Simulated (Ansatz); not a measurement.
# Phonons of ZrB2 (P6/mmm) against volume, part 2 of 3

Aim: how do the optical modes of ZrB2 (P6/mmm) move with volume?

Ansatz 0.2.0; DFT PBEsol, scalar-relativistic, plane waves, PAW; PAW set soft_1.

So far: Starting point; Relaxation.

### 3. Tight relaxation

Phonons need small forces and stress, so the relaxation is finished with tight tolerances on 15×15×12 k points.

Contents of input.yaml:

```yaml
crystal:
  lattice:
    - [3.1548871786, 0.0, 0.0]
    - [-1.5774435893, 2.7322124428, 0.0]
    - [0.0, 0.0, 3.5073905769]
  atoms:
    - { symbol: B, position: [0.3333333333, 0.6666666667, 0.5] }
    - { symbol: B, position: [0.6666666667, 0.3333333333, 0.5] }
    - { symbol: Zr, position: [0.0, 0.0, 0.0] }
kpoints:
  mp_grid: { grid: [15, 15, 12] }
hamiltonian:
  xc: pbesol
  pseudopotentials: { kind: paw, azcp: { folder: soft_1 }, xc_functional: pbe }
scf:
  occupations: { method: methfessel_paxton, width: 0.2 }
output:
  forces: true
  stress: true
  eigenvalues: true
  write_density: true
  write_potential: true
  elf: true
  volumetric_format: npy
relax:
  adjacent_minimum: "off"
  f_tol: 0.001
  max_steps: 60
  cell: { stress_tol: 0.01 }
```

Run with:

```
$ ansatz run input.yaml --threads 4 --pin off --max-ram 10240MiB --backend cpu --events-out ev --progress --plain --runs-dir out
```

Numbers of over 12 decimals in the logs are rounded to 6 here.

Output:

```text
[...]
Crystal: 3 atoms, lattice volume = 30.233 Å³
Basis set: ecut = 420 eV, 563 PW (Γ), exchange–correlation on 48×48×48 points (8 copies of the dense FFT grid, shifted against one another)
Bands: 13, of which v1, the nominal top of the filled ones, is band 9 counted from 1 (8 counted from 0)
Symmetry: 24 space group operations
[...]
k-points: 189 of 2700
[...]
k-point 188: bands = [... 5 lower, 7.1440, 11.0116, 13.2598, 13.2598, 20.1311, 22.1555, 22.1555, 22.6749]
--- Relaxed structure (2 steps of the walk, 2 accepted, 1 SCFs on fresh bases) ---
[...]
cell:  # Å, volume = 30.2306 Å³
    - [3.154739, 0.0, 0.0]
    - [-1.577370, 2.732084, 0.0]
    - [0.0, 0.0, 3.507436]
  atoms:
    - { symbol: B, position: [0.333333, 0.666667, 0.5] }
    - { symbol: B, position: [0.666667, 0.333333, 0.5] }
    - { symbol: Zr, position: [0, 0, 0.0] }
[key lines of the parts left out:]
SCF converged after 5 iterations
Free energy (F): -4437.242805 eV
Fermi energy:    15.918405 eV
P = ⅓ Tr σ = 0.0017 GPa (0.017 kbar)
```

Run time: 3.2 s. Hardware: 4 threads of Intel Xeon at 2.60GHz (Ice Lake), shared host; peak memory 0.46 GiB; 11 s of CPU time.

Little changed from the start: no atom moved by 0.005 Å and no cell edge by 0.1 %.

Numbers from this step:

```
pressure : 0.001675 GPa
```

ELF in the ab plane at fractional z = 0.500, with atoms of B within 0.2 Å of it. It is the smooth field of the valence electrons, not physical close to the nuclei.

Ten even steps from '_' (0.00) to '@' (0.86):
```
::::--++**%%@@@@@@@@%%**++--::::
::--==**##############**==--::::
==++****++==----==++****++==----
****##++--______::++##****++==++
##%%##==________==##%%##********
@@@@##--______--##@@@@%%##**##%%
@@@@##--____--##@@@@@@##++++##@@
@@@@##==::==##@@@@@@##==::==##@@
@@@@##++++##@@@@@@##--____--##@@
@@%%##**##%%@@@@##--______--##@@
##********##%%##==________==##%%
**++==++****##++::______--++##**
==----==++****++==----==++****++
::::::--==**##############**==--
::::::--++**%%@@@@@@@@%%**++--::
..::::==**##@@@@@@@@@@##**==::::
```
Columns run along a (3.2 Å), rows up along b (3.2 Å). Atoms in or near the plane, at fractional coordinates: B at (0.33, 0.67), B at (0.67, 0.33).

Valence density in the ab plane at fractional z = 0.500, with atoms of B within 0.2 Å of it. It is the smooth field of the valence electrons, not physical close to the nuclei.

Values in e/Å³, 16 rows by 16 columns:
```
0.16 0.18 0.22 0.29 0.39 0.52 0.65 0.74 0.74 0.65 0.52 0.39 0.29 0.22 0.18 0.16
0.19 0.22 0.28 0.36 0.49 0.63 0.74 0.79 0.74 0.63 0.49 0.36 0.28 0.22 0.19 0.18
0.24 0.29 0.36 0.48 0.61 0.71 0.74 0.74 0.71 0.61 0.48 0.36 0.29 0.24 0.22 0.22
0.32 0.39 0.49 0.61 0.68 0.61 0.54 0.61 0.68 0.61 0.49 0.39 0.32 0.29 0.28 0.29
0.44 0.52 0.63 0.71 0.61 0.39 0.39 0.61 0.71 0.63 0.52 0.44 0.39 0.36 0.36 0.39
0.57 0.65 0.74 0.74 0.54 0.39 0.54 0.74 0.74 0.65 0.57 0.52 0.49 0.48 0.49 0.52
0.68 0.74 0.79 0.74 0.61 0.61 0.74 0.79 0.74 0.68 0.65 0.63 0.61 0.61 0.63 0.65
0.73 0.74 0.74 0.71 0.68 0.71 0.74 0.74 0.73 0.74 0.74 0.71 0.68 0.71 0.74 0.74
0.68 0.65 0.63 0.61 0.61 0.63 0.65 0.68 0.74 0.79 0.74 0.61 0.61 0.74 0.79 0.74
0.57 0.52 0.49 0.48 0.49 0.52 0.57 0.65 0.74 0.74 0.54 0.39 0.54 0.74 0.74 0.65
0.44 0.39 0.36 0.36 0.39 0.44 0.52 0.63 0.71 0.61 0.39 0.39 0.61 0.71 0.63 0.52
0.32 0.29 0.28 0.29 0.32 0.39 0.49 0.61 0.68 0.61 0.54 0.61 0.68 0.61 0.49 0.39
0.24 0.22 0.22 0.24 0.29 0.36 0.48 0.61 0.71 0.74 0.74 0.71 0.61 0.48 0.36 0.29
0.19 0.18 0.19 0.22 0.28 0.36 0.49 0.63 0.74 0.79 0.74 0.63 0.49 0.36 0.28 0.22
0.16 0.16 0.18 0.22 0.29 0.39 0.52 0.65 0.74 0.74 0.65 0.52 0.39 0.29 0.22 0.18
0.16 0.16 0.19 0.24 0.32 0.44 0.57 0.68 0.73 0.68 0.57 0.44 0.32 0.24 0.19 0.16
```
Columns run along a (3.2 Å), rows up along b (3.2 Å). Atoms in or near the plane, at fractional coordinates: B at (0.33, 0.67), B at (0.67, 0.33).

Electrostatic potential energy in the ab plane at fractional z = 0.500, with atoms of B within 0.2 Å of it. With pseudopotentials it is smooth inside the atoms' cores, unlike the true potential.

Values in eV, 16 rows by 16 columns:
```
 16  16  16  16  14  12   8   5   5   8  12  14  16  16  16  16
 16  16  15  14  10   2  -7 -10  -7   2  10  14  16  16  16  16
 16  16  14   9  -4 -18 -24 -24 -18  -4   9  14  16  16  16  16
 15  14  10  -4 -21 -27 -27 -27 -21  -4  10  14  16  16  16  16
 14  12   2 -18 -27 -25 -25 -27 -18   2  12  14  14  14  14  14
 12   8  -7 -24 -27 -25 -27 -24  -7   8  12  12  10   9  10  12
 10   5 -10 -24 -27 -27 -24 -10   5  10   8   2  -4  -4   2   8
  9   5  -7 -18 -21 -18  -7   5   9   5  -7 -18 -21 -18  -7   5
 10   8   2  -4  -4   2   8  10   5 -10 -24 -27 -27 -24 -10   5
 12  12  10   9  10  12  12   8  -7 -24 -27 -25 -27 -24  -7   8
 14  14  14  14  14  14  12   2 -18 -27 -25 -25 -27 -18   2  12
 15  16  16  16  16  14  10  -4 -21 -27 -27 -27 -21  -4  10  14
 16  16  16  16  16  14   9  -4 -18 -24 -24 -18  -4   9  14  16
 16  16  16  16  16  14  10   2  -7 -10  -7   2  10  14  15  16
 16  16  16  16  16  14  12   8   5   5   8  12  14  16  16  16
 16  16  16  16  15  14  12  10   9  10  12  14  15  16  16  16
```
Columns run along a (3.2 Å; values clipped at the 3rd and 97th percentile), rows up along b (3.2 Å). Atoms in or near the plane, at fractional coordinates: B at (0.33, 0.67), B at (0.67, 0.33).

The forces vanish by symmetry and the pressure is 0.002 GPa, within the tolerances set. The cell now holds 10.08 Å³/atom.

### 4. Zone-centre response at rest

The force constants come from the linear response of the density to a displacement.

The modes at rest are the reference of the series.

input.yaml, the sections that differ from step 3:

```yaml
crystal:
  lattice:
    - [3.1547390442, 0.0, 0.0]
    - [-1.5773695221, 2.7320841546, 0.0]
    - [0.0, 0.0, 3.5074357718]
  atoms:
    - { symbol: B, position: [0.3333333333, 0.6666666667, 0.5] }
    - { symbol: B, position: [0.6666666667, 0.3333333333, 0.5] }
    - { symbol: Zr, position: [0.0, 0.0, 0.0] }
output:
  eigenvalues: true
phonons:
  method: dfpt
# kpoints, hamiltonian, scf: as in step 3
# relax: removed
```

Output:

```text
zone centre: on kpoints.mp_grid the ground state, and the responses unless they are solved on pairs of k-points, stand on 448 of the mesh's 2700 k-points, reduced under 4 symmetry operations, with k and −k counted as one. Each operation leaves every solved displacement unchanged or reverses it
[...]
Crystal: 3 atoms, lattice volume = 30.231 Å³
Basis set: ecut = 420 eV, 563 PW (Γ), exchange–correlation on 48×48×48 points (8 copies of the dense FFT grid, shifted against one another)
Bands: 13, of which v1, the nominal top of the filled ones, is band 9 counted from 1 (8 counted from 0)
Symmetry: 24 space group operations
k-points: 448 of 2700 (irreducible under 4 space group operations, time reversal used)
[...]
SCF iter   1: F=—  HF=-4437.738482 eV  |F-HF|=—  |Δ(HF+E_count)|=         —  Δρ=5.50e-2  dr2=1.67e0  ethr=3.10e-3  ⟨swp⟩=4.9  Hψ=28135  notcnv=0
[...]
SCF iter   8: F=-4437.242805 eV  HF=-4437.242805 eV  |F-HF|=2.73e-12  |Δ(HF+E_count)|=  7.28e-12  S|Δr|=    0.00e0  Δρ=2.06e-7  dr2=4.73e-12  ethr=1.00e-12  ⟨swp⟩=4.0  Hψ=27131  notcnv=0
[...]
SCF 1 converged in 8 iterations: F = -4437.242805 eV  dr2 = 4.73e-12
[...]
DFPT response loops at Γ: preconditioner auto → Kerker (q_TF=auto, 2.502 Å⁻¹) (partly filled bands, converged f_vac=0.000); β = 1.00, the filter's whole step (`scf.mixing.beta` (0.50) is not read by the response loops under this deck's `scf.mixing.preconditioner`; to damp them name `kerker` or `kerker_dos`, under which they read `scf.mixing.beta`, and type it under 1.00, their step now; both keys bind the ground state too); Broyden in place of MSR1
SCF converged after 8 iterations
[...]
Free energy (F): -4437.242805 eV
[...]
Internal energy: -4437.243327 eV  (E = F + TS)
E sigma→0 (E₀):  -4437.242936 eV
Entropy (-TS):   0.000522 eV (0.174 meV/atom)
Fermi energy:    15.918405 eV
[...]
--- Band table (eV; the first three rows and the last of 448) ---
  k-point 0: bands = [... 5 lower, 13.2612, 13.2612, 13.2836, 13.6440, 19.4014, 19.4014, 20.2325, 20.2325]
  k-point 1: bands = [... 5 lower, 12.5607, 13.3282, 13.3282, 14.3340, 18.8270, 18.8270, 20.0089, 20.0089]
  k-point 2: bands = [... 5 lower, 11.6505, 13.5267, 13.5267, 15.1700, 17.9646, 17.9646, 19.4189, 19.4189]
  k-point 447: bands = [... 5 lower, 8.9643, 11.2908, 12.3222, 13.3368, 19.4630, 20.7386, 20.9678, 22.0756]
--- Phonons (Γ-DFPT): 4 representative perturbations + reference, on 448 of 2700 k-points (Σ response iterations 12) ---
  k mesh reduced under 4 symmetry operations, with k and −k counted as one. Each operation leaves every solved displacement unchanged or reverses it
  ASR residual: 1.832e-4 → 0.000e0 eV/Å²; symmetrization residual: 3.198e-7 eV/Å²
  ASR residual per site (eV/Å²): 1.30e-5 1.30e-5 1.83e-4
  Γ frequencies (cm⁻¹): 0.00 0.00 0.00 461.80 461.80 480.55 570.95 787.48 787.48
  non-analytic LO–TO correction: not included (Born effective charges unavailable; polar crystals: no LO–TO splitting at Γ)
```

Run time: 14 s. Hardware: 4 threads; peak memory 0.91 GiB; 49 s of CPU time.

The column dr2 measures how far the density is from self-consistency, as an energy; F and HF (Harris–Foulkes) agree once it is small.

This step gave:

```
sum-rule residual before enforcement                    : 1.83e-4 eV/Å²
point group                                             : 6/mmm
highest optical mode at the zone centre (no LO-TO term) : 787.5 cm⁻¹
lowest optical zone-centre mode                         : 461.8 cm⁻¹
```

Patterns of degenerate modes are one choice out of their space. The modes at Γ (shares of kinetic energy by element, %):

```
mode  frequency (cm⁻¹)  symmetry  B %  Zr %
   1               0.0  acoustic   19    81
   2               0.0  acoustic   19    81
   3               0.0  acoustic   19    81
   4             461.8       E1u   81    19
   5             461.8       E1u   81    19
   6             480.6       A2u   81    19
   7             571.0       B1g  100     0
   8             787.5       E2g  100     0
   9             787.5       E2g  100     0
```

Displacements in mode 4 (461.8 cm⁻¹), the largest set to 1:
```
B1   1.00  0.00  0.00
B2   1.00  0.00  0.00
Zr3 -0.24  0.00  0.00
```

Displacements in mode 7 (571.0 cm⁻¹), the largest set to 1:
```
B1   0.00  0.00 -1.00
B2   0.00  0.00  1.00
Zr3  0.00  0.00  0.00
```

Before it was imposed, the acoustic sum rule was missed by 1.8e-4 eV/Å². Small misses are needed for a sound result but don't prove that mesh and cutoff are converged. The lowest optical mode is real, 462 cm⁻¹.

### 5. A member of the series: 1.06 times the volume at rest

The cell is set to 1.06 times the volume at rest, and shape and atoms relax at that volume.

input.yaml, the sections that differ from step 4:

```yaml
crystal:
  lattice:
    - [3.2139252294, 0.0, 0.0]
    - [-1.6069626147, 2.7833408946, 0.0]
    - [0.0, 0.0, 3.5822091272]
  atoms:
    - { symbol: B, position: [0.3333333333, 0.6666666667, 0.5] }
    - { symbol: B, position: [0.6666666667, 0.3333333333, 0.5] }
    - { symbol: Zr, position: [0.0, 0.0, 0.0] }
output:
  forces: true
  stress: true
  eigenvalues: true
relax:
  adjacent_minimum: "off"
  f_tol: 0.001
  max_steps: 60
  cell: { stress_tol: 0.01, fix: [volume] }
# kpoints, hamiltonian, scf: as in step 4
# phonons: removed
```

Output:

```text
[...]
Crystal: 3 atoms, lattice volume = 32.044 Å³
Basis set: ecut = 420 eV, 635 PW (Γ), exchange–correlation on 48×48×48 points (8 copies of the dense FFT grid, shifted against one another)
Bands: 13, of which v1, the nominal top of the filled ones, is band 9 counted from 1 (8 counted from 0)
Symmetry: 24 space group operations
[...]
k-points: 189 of 2700
[...]
k-point 188: bands = [... 5 lower, 6.4522, 10.1265, 12.3378, 12.3378, 18.8321, 20.6619, 20.6619, 21.2520]
--- Relaxed structure (3 steps of the walk, 3 accepted, 1 SCFs on fresh bases) ---
[...]
cell:  # Å, volume = 32.0445 Å³
    - [3.212460, 0, 0]
    - [-1.606230, 2.782072, 0]
    - [0, 0, 3.585477]
  atoms:
    - { symbol: B, position: [0.333333, 0.666667, 0.5] }
    - { symbol: B, position: [0.666667, 0.333333, 0.5] }
    - { symbol: Zr, position: [0, 0, 0] }
[key lines of the parts left out:]
SCF converged after 5 iterations
Free energy (F): -4437.165757 eV
Fermi energy:    14.976517 eV
P = ⅓ Tr σ = -12.9740 GPa (-129.740 kbar)
```

The job ended after 4.4 s (4 threads; peak memory 0.46 GiB; 15 s of CPU time).

Little changed from the start: no atom moved by 0.005 Å and no cell edge by 0.1 %.

This step gave:

- pressure: -12.97 GPa
- volume per atom: 10.68 Å³

The forces vanish by symmetry, at a pressure of -12.97 GPa.

### 6. Zone-centre modes of the member: 1.06 times the volume at rest

The zone-centre modes follow for 1.06 times the volume at rest.

input.yaml, the sections that differ from step 5:

```yaml
crystal:
  lattice:
    - [3.2124601856, 0.0, 0.0]
    - [-1.6062300928, 2.7820721294, 0.0]
    - [0.0, 0.0, 3.5854772082]
  atoms:
    - { symbol: B, position: [0.3333333333, 0.6666666667, 0.5] }
    - { symbol: B, position: [0.6666666667, 0.3333333333, 0.5] }
    - { symbol: Zr, position: [0.0, 0.0, 0.0] }
output:
  eigenvalues: true
phonons:
  method: dfpt
# kpoints, hamiltonian, scf: as in step 5
# relax: removed
```

Output:

```text
[...]
Crystal: 3 atoms, lattice volume = 32.044 Å³
Basis set: ecut = 420 eV, 635 PW (Γ), exchange–correlation on 48×48×48 points (8 copies of the dense FFT grid, shifted against one another)
Bands: 13, of which v1, the nominal top of the filled ones, is band 9 counted from 1 (8 counted from 0)
Symmetry: 24 space group operations
k-points: 448 of 2700 (irreducible under 4 space group operations, time reversal used)
[...]
SCF iter   1: F=—  HF=-4437.603822 eV  |F-HF|=—  |Δ(HF+E_count)|=         —  Δρ=5.01e-2  dr2=1.51e0  ethr=3.10e-3  ⟨swp⟩=4.9  Hψ=27988  notcnv=0
[...]
SCF iter   8: F=-4437.165757 eV  HF=-4437.165757 eV  |F-HF|=1.82e-12  |Δ(HF+E_count)|=  2.73e-11  S|Δr|=    0.00e0  Δρ=1.74e-7  dr2=3.94e-12  ethr=1.00e-12  ⟨swp⟩=4.1  Hψ=27392  notcnv=0
[...]
SCF 1 converged in 8 iterations: F = -4437.165757 eV  dr2 = 3.94e-12
[...]
SCF converged after 8 iterations
[...]
Free energy (F): -4437.165757 eV
[...]
Internal energy: -4437.166315 eV  (E = F + TS)
E sigma→0 (E₀):  -4437.165897 eV
Entropy (-TS):   0.000557 eV (0.186 meV/atom)
Fermi energy:    14.976517 eV
[...]
--- Band table (eV; the first three rows and the last of 448) ---
  k-point 0: bands = [... 5 lower, 12.4596, 12.4596, 12.4596, 12.6459, 18.1980, 18.1980, 18.9679, 18.9679]
  k-point 1: bands = [... 5 lower, 11.6682, 12.5229, 12.5229, 13.3997, 17.6950, 17.6950, 18.7656, 18.7656]
  k-point 2: bands = [... 5 lower, 10.7605, 12.7104, 12.7104, 14.2191, 16.9081, 16.9081, 18.2278, 18.2278]
  k-point 447: bands = [... 5 lower, 8.2245, 10.4554, 11.3895, 12.4738, 18.2231, 19.4127, 19.6534, 20.6912]
[...]
ASR residual: 1.056e-4 → 0.000e0 eV/Å²; symmetrization residual: 2.766e-7 eV/Å²
  ASR residual per site (eV/Å²): 2.28e-5 2.28e-5 1.06e-4
  Γ frequencies (cm⁻¹): 0.00 0.00 0.00 425.48 425.48 428.27 532.85 723.51 723.51
[...]
```

Elapsed: 16 s, on 4 threads; peak memory 0.9 GiB; 55 s of CPU time.

This step gave:

```yaml
sum_rule_residual_before_enforcement: 1.06e-4 eV/Å²
highest_optical_mode_at_the_zone_centre_no_lo_to_term: 723.5 cm⁻¹
lowest_optical_zone_centre_mode: 425.5 cm⁻¹
```

Patterns of degenerate modes are one choice out of their space. The modes at Γ (shares of kinetic energy by element, %):

```
mode  frequency (cm⁻¹)  symmetry  B %  Zr %
   1               0.0  acoustic   19    81
   2               0.0  acoustic   19    81
   3               0.0  acoustic   19    81
   4             425.5       E1u   81    19
   5             425.5       E1u   81    19
   6             428.3       A2u   81    19
   7             532.9       B1g  100     0
   8             723.5       E2g  100     0
   9             723.5       E2g  100     0
```

The lowest optical mode is real, 425 cm⁻¹, and the highest lies at 723.5 cm⁻¹.

For the highest optical mode at the zone centre (no LO-TO term), step 4 gave 787 cm⁻¹; this run, with volume ratio 1.06, gives 724 cm⁻¹ (-8 %).

(Continued in part 3 of 3.)

[Logs are printed without paths, hosts, clocks, repeated set-up lines and the standing remarks that a program may print on its own settings, such as how far it seeks lower states.]

[Hosts, paths, dates, database ids (printed as entryN), source tags and the programs' standing remarks are cut or masked in the printed files.]
